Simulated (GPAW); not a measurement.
# Ballistic transport through a Li chain with a Ge atom bridging one bond, cheap and dear, part 2 of 2

Wanted: the zero-bias transmission of a Li chain with a Ge atom bridging one bond on a ladder of levels, with run times.

GPAW 26.7.0; GPAW LCAO, PAW setups; Landauer transmission from Green's functions with principal layers (ASE), zero bias.

So far, transmission at the Fermi level (one spin): step 2 (GPAW, dzp, PBE, GPAW) 0.756; step 3 (basis szp(dzp), PBE, GPAW) 0.772; step 4 (basis sz(dzp), PBE, GPAW) 0.530; step 5 (revPBE) 0.759.

## (8) Mixing 0.02

Mixing changes the road to self-consistency, not its end. The mixing history changes the road to self-consistency, not its end.

This step: GPAW LCAO, PAW setups; Landauer transmission from Green's functions with principal layers (ASE), zero bias (GPAW 26.7.0).

The input, run.py:

```python
import json
import numpy as np
from ase import Atoms
from ase.transport.calculators import TransportCalculator
from gpaw import GPAW, FermiDirac
from gpaw.lcao.tools import get_lcao_hamiltonian
from scipy.linalg import eigh

# The junction with lead layers at both ends, along the third cell vector
device = Atoms(
    ['Li', 'Li', 'Li', 'Li', 'Li', 'Ge', 'Li', 'Li', 'Li', 'Li', 'Li'],
    positions=[
        [4.50000, 4.50000, 1.47500],
        [4.50000, 4.50000, 4.42500],
        [4.50000, 4.50000, 7.37500],
        [4.50000, 4.50000, 10.32500],
        [4.50000, 4.50000, 13.27500],
        [6.51474, 4.50000, 14.85000],
        [4.50000, 4.50000, 16.42500],
        [4.50000, 4.50000, 19.37500],
        [4.50000, 4.50000, 22.32500],
        [4.50000, 4.50000, 25.27500],
        [4.50000, 4.50000, 28.22500]],
    cell=[[9.0, 0.0, 0.0], [0.0, 9.0, 0.0], [0.0, 0.0, 29.7]],
    pbc=True)

# One principal layer of the lead: the first 3 atoms of the device
lead = Atoms(
    ['Li', 'Li', 'Li'],
    positions=[
        [4.50000, 4.50000, 1.47500],
        [4.50000, 4.50000, 4.42500],
        [4.50000, 4.50000, 7.37500]],
    cell=[[9.0, 0.0, 0.0], [0.0, 9.0, 0.0], [0.0, 0.0, 8.85]],
    pbc=True)

settings = dict(mode='lcao', basis='dzp', xc='PBE', h=0.2,
                occupations=FermiDirac(0.1), maxiter=250,
                mixer=dict(beta=0.02, nmaxold=12, weight=100.0),
                convergence=dict(density=0.0001))
energies = np.arange(-2, 2 + 1e-9, 0.05)
eta = 0.0001
n1, n2 = 1, 1
# k and -k transmit alike, so half of the mesh across the current serves
mesh = [(i, j) for i in range(n1) for j in range(n2) if (i, j) <= (-i % n1, -j % n2)]
weights = np.array([1 if (i, j) == (-i % n1, -j % n2) else 2 for i, j in mesh]) / (n1 * n2)

# [... helper functions left out ...]
fermi_lead = ground_state(lead, (1, 1, 13), 'lead.txt')
fermi_device = ground_state(device, (1, 1, 3), 'device.txt')
# [... loop over the mesh left out, but for ...]
        # Shift the lead onto the potential of the device's first layer
        shift = ((H[:, 0, 0] - H0[:, 0, 0]) / S0[0, 0]).real.mean()
# [...]
kT = 8.617333e-5 * 500
bias = [0.1, 0.2, 0.5, 1.0, 1.5, 2.0]
# [... integrals and printing left out ...]
```

Run with:

```console
$ OMP_NUM_THREADS=1 OPENBLAS_NUM_THREADS=1 python run.py
```

Elapsed: 44 s, on 1 thread of Arm Neoverse N1, shared host; peak memory 0.99 GiB.

Numbers from this step:

```yaml
conductance: 0.7470 G₀
thermopower: -2.473 μV/K
largest_coupling_past_the_next_principal_layer: 1.28e-8 eV
largest_misfit_of_the_first_principal_layer: 0.02613 eV
shift_that_aligns_the_lead: 0.001742 eV
transmission_at_the_fermi_level_one_spin: 0.7560
```

One spin. Transmission, zone mean against energy, zero at the Fermi level:

```
energy (eV)  transmission, zone mean
      -2.00                        0
      -1.90                        0
      -1.80                        0
      -1.70                        0
      -1.55                        0
      -1.45                        0
      -1.35                        0
      -1.25                        0
      -1.15                        0
      -1.05                        0
      -0.90                        0
      -0.80                   6.9e-9
      -0.70                    0.923
      -0.60                    0.752
      -0.50                    0.102
      -0.40                    0.196
      -0.25                    0.605
      -0.15                    0.705
      -0.05                    0.748
       0.00                    0.756
       0.05                    0.757
       0.15                    0.746
       0.25                    0.722
       0.40                    0.680
       0.50                    0.653
       0.60                    0.630
       0.70                    0.596
       0.80                    0.555
       0.90                    0.501
       1.05                    0.394
       1.15                    0.316
       1.25                    0.243
       1.35                    0.186
       1.45                    0.145
       1.55                    0.119
       1.70                   0.0999
       1.80                   0.0953
       1.90                   0.0928
       2.00                   0.0886
```

Crossings of the lead's bands, unfolded to its shortest repeat. The open channels, zone mean by energy, zero at the Fermi level:

```
energy (eV)  open channels, zone mean
     -0.800                         0
     -0.600                         1
     -0.400                         1
     -0.200                         1
      0.000                         1
      0.200                         1
      0.400                         1
      0.600                         1
      0.800                         1
      1.000                         1
      1.200                         1
      1.400                         1
      1.600                         1
      1.800                         1
      2.000                         1
```

Not self-consistent under bias; the bias window is split evenly. Current through one cell, from the zero-bias transmission against bias:

```
bias (V)  current through one cell, from the zero-bias transmission (μA)
   0.100                                                            5.78
   0.200                                                            11.5
   0.500                                                            27.7
   1.000                                                            47.5
   1.500                                                            70.2
   2.000                                                            82.2
```

Table of transmission of the three most open eigenchannels by energy, zero at the Fermi level:

```
energy (eV)  channel 1  channel 2 = channel 3
     -0.800     6.9e-9                      0
     -0.600      0.752                      0
     -0.400      0.196                      0
     -0.200      0.665                      0
      0.000      0.756                      0
      0.200      0.735                      0
      0.400      0.680                      0
      0.600      0.630                      0
      0.800      0.555                      0
      1.000      0.432                      0
      1.200      0.278                      0
      1.400      0.163                      0
      1.600      0.110                      0
      1.800     0.0953                      0
      2.000     0.0886                      0
```

The conductance equals that of the dzp run to 0.2 %.

## (9) A second varied run

A last run, with other settings again.

Changes to run.py since step 8:

```diff
@@ -37,4 +37,4 @@
 settings = dict(mode='lcao', basis='dzp', xc='PBE', h=0.2,
-                occupations=FermiDirac(0.1), maxiter=250,
-                mixer=dict(beta=0.02, nmaxold=12, weight=100.0),
+                occupations=FermiDirac(0.1), maxiter=5,
+                mixer=dict(beta=0.1, nmaxold=8, weight=100.0),
                 convergence=dict(density=0.0001))
```

Run time: 6.3 s. Hardware: 1 thread; peak memory 0.31 GiB.

The fault put into the input: too few SCF iterations (maxiter = 5).

## (10) Summary of results

| Quantity | Value |
| --- | --- |
| conductance | 0.747 G₀ |
| transmission at the Fermi level, mean of the spins | 0.756 |
| thermopower | -2.47 μV/K |
| open channels of the lead there | 1 |

In words: In the dzp basis the junction conducts 0.747 G₀ at 500 K, with T = 0.756 a spin at the Fermi level; the szp basis reaches that conductance within 10 %. The scatterer reflects about 24 % of the incoming channels at the Fermi level. At the Fermi level one eigenchannel carries the current (0.76). Measured against the first run (dzp), the nearest curve is that of dzp-revPBE (r.m.s. 0.018) and the farthest that of sz (0.30). Over the compared runs wall time goes from 32 s (sz) to 49 s (dzp), on a shared host. The geometry was built from estimated bond lengths and not relaxed, so the numbers describe this model structure. An evenly spaced straight chain is an idealisation: free chains tend to dimerise, zigzag or, where a band edge lies near the Fermi level, turn magnetic. The currents use the zero-bias T(E) throughout, which holds only while the bias is small against the distance to the nearest feature.

[Logs are printed without paths, hosts, clocks, repeated set-up lines and the standing remarks that a program may print on its own settings, such as how far it seeks lower states.]

[Hosts, paths, dates, database ids (printed as entryN), source tags and the programs' standing remarks are cut or masked in the printed files.]
